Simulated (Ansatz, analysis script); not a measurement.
**FeO (Wuestite): spin spirals and exchange**

Does a spiral lie below the collinear start of FeO (Wuestite), and how stiff are the moments?

Program: Ansatz 0.2.0. Level of theory: LDA, PAW set soft_2 (files made for PBE). Results are calculated unless marked as measured.

This is a report of a sequence of runs, with most program output left out.

The database entry behind the starting cell differs from later determinations by our own check (inexact against later determinations), so it need not match the best structure at ambient conditions.

**1. Starting point**

Symmetry: Fm-3m, No. 225, cubic system. Conventional cell: a = 4.311 Å, b = 4.311 Å, c = 4.311 Å, α = 90.00°, β = 90.00°, γ = 90.00°. Fe has 6 O at 2.16 Å nearest. Nearest to O lie 6 Fe at 2.16 Å. Farther neighbours and most contacts between anions are not listed.

**2. Starting state**

The work starts on two spin channels, which tell the size of the moments.

File input.yaml:

```yaml
crystal:
  lattice:
    - [0.0, 2.1554, 2.1554]
    - [2.1554, 0.0, 2.1554]
    - [2.1554, 2.1554, 0.0]
  atoms:
    - { symbol: Fe, position: [0.0, 0.0, 0.0], spin: 4.0 }
    - { symbol: O, position: [0.5, 0.5, 0.5] }
magnetization:
  spin_polarized: true
kpoints:
  mp_grid: { grid: [13, 13, 13] }
hamiltonian:
  xc: lda
scf:
  occupations: { method: fermi_dirac, width: 0.1 }
  max_iter: 120
  convergence: { dr2_threshold: 1.0e-08 }
```

Command:

```
$ ansatz run input.yaml --threads 4 --pin off --max-ram 8192MiB --backend cpu --events-out ev --progress --plain --runs-dir out
```

Elapsed: 1.3 s, on 4 threads of Arm Neoverse V2, shared host; peak memory 0.31 GiB; 4.2 s of CPU time.

Spin moment in the atom's sphere by atom:

| atom | spin moment in the atom's sphere (μB) |
| --- | --- |
| Fe1 | 3.41 |
| O2 | 0.34 |

Tables count atoms from 1; parts of the log count from 0.

The run ends ferromagnetic, with a net moment of 3.98 μB a cell. With one Fe atom carrying the moment, parallel order of its images is forced by the cell, not found.

**3. Denser mesh**

Levels at the Fermi energy are partly filled, so moments and energy differences can hang on the k-mesh, and the state is solved again on a denser one.

input.yaml, the sections that differ from step 2:

```yaml
crystal:
  lattice:
    - [0.0, 2.1554, 2.1554]
    - [2.1554, 0.0, 2.1554]
    - [2.1554, 2.1554, 0.0]
  atoms:
    - { symbol: Fe, position: [0.0, 0.0, 0.0], spin: 3.41 }
    - { symbol: O, position: [0.5, 0.5, 0.5] }
kpoints:
  mp_grid: { grid: [15, 15, 15] }
basis:
  ecutwfc: 420.0
checkpoint:
  read: start
  write: ck
  compress: false
  write_wavefunctions: false
  write_every: 100000
# magnetization, hamiltonian, scf: as in step 2
```

It took 0.81 s on 4 threads; peak memory 0.32 GiB; 2.5 s of CPU time.

Spin moment in the atom's sphere by atom:

| atom | spin moment in the atom's sphere (μB) |
| --- | --- |
| Fe1 | 3.41 |
| O2 | 0.34 |

The run ends ferromagnetic, with a net moment of 3.98 μB a cell, against 3.98 μB on the first mesh.

Each spiral starts from these moments, tilted 90° from the rotation axis z (a flat spiral); sizes are free, while the program holds flat spirals in their plane. Spin–orbit coupling is switched off, so the energy does not depend on how the axis lies in the crystal. The folder named start holds the saved collinear state, from which each run begins.

The runs on spinors take the mesh 16×16×16.

**4. q = (0, 0, 0)**

The reference is the same input at q = 0, so that basis and exchange-correlation form match those at other q. Every q is chosen so that q/2 is a mesh vector: every spiral then samples the k-points of q = 0, and much mesh noise cancels.

input.yaml, the sections that differ from step 3:

```yaml
crystal:
  lattice:
    - [0.0, 2.1554, 2.1554]
    - [2.1554, 0.0, 2.1554]
    - [2.1554, 2.1554, 0.0]
  atoms:
    - { symbol: Fe, position: [0.0, 0.0, 0.0], spin: 3.41, spin_axis: [1.0, 0.0, 0.0] }
    - { symbol: O, position: [0.5, 0.5, 0.5] }
kpoints:
  mp_grid: { grid: [16, 16, 16] }
magnetization:
  noncollinear: true
  spin_spiral: { q: [0.0, 0.0, 0.0] }
checkpoint:
  read: start
# hamiltonian, scf, basis: as in step 3
```

Command:

```
$ ansatz run input.yaml --threads 1 --pin off --max-ram 2048MiB --backend cpu --events-out ev --progress --plain --runs-dir out
```

The job ended after 10 s (1 thread; peak memory 0.41 GiB).

The largest moment is 3.41 μB, against 3.41 μB in the collinear run.

**5. q = (0.125, 0, 0.125)**

Only q changes. The cell stays that of the crystal, since the generalised Bloch theorem carries the rotation from cell to cell.

input.yaml: that of step 4 with these lines changed.

```diff
@@ -20,3 +20,3 @@
   noncollinear: true
-  spin_spiral: { q: [0.0, 0.0, 0.0] }
+  spin_spiral: { q: [0.125, 0.0, 0.125] }
 checkpoint:
```

It took 46 s on 1 thread; peak memory 0.61 GiB.

The energy of the cell lies 5.99 meV below that at q = 0, and the largest moment is 3.37 μB against 3.41 μB.

**6. q = (0.125, 0.125, 0.25)**

input.yaml: that of step 5 with these lines changed.

```diff
@@ -20,3 +20,3 @@
   noncollinear: true
-  spin_spiral: { q: [0.125, 0.0, 0.125] }
+  spin_spiral: { q: [0.125, 0.125, 0.25] }
 checkpoint:
```

Elapsed: 96 s, on 1 thread; peak memory 0.88 GiB.

The energy of the cell lies 10.8 meV below that at q = 0, and the largest moment is 3.34 μB against 3.41 μB.

**7. q = (0.375, 0, 0.375)**

input.yaml: that of step 6 with these lines changed.

```diff
@@ -20,3 +20,3 @@
   noncollinear: true
-  spin_spiral: { q: [0.125, 0.125, 0.25] }
+  spin_spiral: { q: [0.375, 0.0, 0.375] }
 checkpoint:
```

It took 72 s on 1 thread; peak memory 0.61 GiB.

The energy of the cell lies 144 meV above that at q = 0, and the largest moment is 3.29 μB against 3.41 μB.

**8. q = (0.625, 0.25, 0.625)**

input.yaml: that of step 7 with these lines changed.

```diff
@@ -20,3 +20,3 @@
   noncollinear: true
-  spin_spiral: { q: [0.375, 0.0, 0.375] }
+  spin_spiral: { q: [0.625, 0.25, 0.625] }
 checkpoint:
```

Run time: 3.8 min. Hardware: 1 thread; peak memory 1.4 GiB.

The energy of the cell lies 148 meV above that at q = 0, and the largest moment is 3.27 μB against 3.41 μB.

6 more runs differ from these in the same keys alone and are tabled below.

**9. Side runs that gave no result**

| changed | outcome |
| --- | --- |
| crystal | cut off at the time limit |
| scf.convergence.dr2_threshold; scf.occupations.method; scf.occupations.width | cut off at the time limit |

**10. Analysis**

| q (reciprocal lattice) | path length (1/Å) | E(q) − E(0) (meV a magnetic atom) | \|m\| Fe no. 1 (μB) |
| --- | --- | --- | --- |
| (0, 0, 0) | 0.000 | 0.00 | 3.41 |
| (0.125, 0, 0.125) | 0.364 | -5.99 | 3.37 |
| (0.25, 0, 0.25) | 0.729 | 34.60 | 3.31 |
| (0.375, 0, 0.375) | 1.093 | 143.66 | 3.29 |
| (0.5, 0, 0.5) | 1.458 | 211.31 | 3.29 |
| (0.625, 0.25, 0.625) | 1.973 | 147.94 | 3.27 |
| (0.5, 0.25, 0.75) | 2.488 | 151.16 | 3.27 |
| (0.375, 0.375, 0.75) | 3.004 | 147.94 | 3.27 |
| (0.25, 0.25, 0.5) | 3.519 | 39.95 | 3.26 |
| (0.25, 0.25, 0.375) | 3.834 | 1.18 | 3.28 |
| (0.125, 0.125, 0.25) | 4.150 | -10.75 | 3.34 |
| (0, 0, 0) | 4.665 | 0.00 | 3.41 |

**11. A spin model**

For rigid moments E(q) is a sum of cosines over neighbour shells, so a fit gives the couplings, and from them an ordering temperature.

E = −Σ J e·e over ordered pairs (each pair twice, J > 0 for parallel moments) is fitted to 10 points (copies by symmetry counted).

The fitted shells:

| pair | distance (Å) | neighbours a magnetic atom | J (meV) |
| --- | --- | --- | --- |
| Fe-Fe | 3.048 | 12 | 13.98 |
| Fe-Fe | 4.311 | 6 | -12.97 |
| Fe-Fe | 5.28 | 24 | -0.3642 |
| Fe-Fe | 6.096 | 12 | -0.8806 |
| Fe-Fe | 6.816 | 24 | -0.035 |

Read from the output:

```
r.m.s. miss of the fit             : 0.5965 meV
ordering temperature, mean field   : 652.1 K
wavevector of the mean-field order : -0.25, 0, 0 reciprocal lattice
```

**12. Outcome**

```yaml
lowest_point_of_the_path: q = (0.125, 0.125, 0.25), -10.8 meV a magnetic atom from q = 0
highest_point: 211 meV a magnetic atom
j_of_the_nearest_shell: 14.0 meV
mean_field_temperature: 652 K
```

The state at q = (0.125, 0.125, 0.25) lies 10.8 meV a magnetic atom below the ferromagnetic start, so that start is not the lowest state. The fitted couplings put a lower state at a point not run, q = (-0.25, 0, 0) and about -15 meV, so the order is not settled by the path. The moments change by at most 5 % from their size at q = 0, so they are nearly rigid. The fit misses by 0.27 % of the energy range, so the shells describe the path well, though few points can't fix distant couplings. The temperatures are those of classical unit spins, and mean field runs high. The 11 spiral runs took 20 min of wall time, added up. Without a U, semilocal functionals delocalise the d or f electrons of such compounds, which shrinks moments, overestimates superexchange, narrows or closes the gap and can change the order. Energies are free energies at a smearing of 0.1 eV, and with partly filled levels differences shift, at times strongly, as the smearing goes to zero.

[Logs and program files are shortened in this print: banners, set-up blocks, solver, clock and traceback lines can be left out without a mark of their own.]

[Logs are printed without paths, hosts, clocks, repeated set-up lines and the standing remarks that a program may print on its own settings, such as how far it seeks lower states.]

[Hosts, paths, dates, database ids (printed as entryN), source tags and the programs' standing remarks are cut or masked in the printed files.]
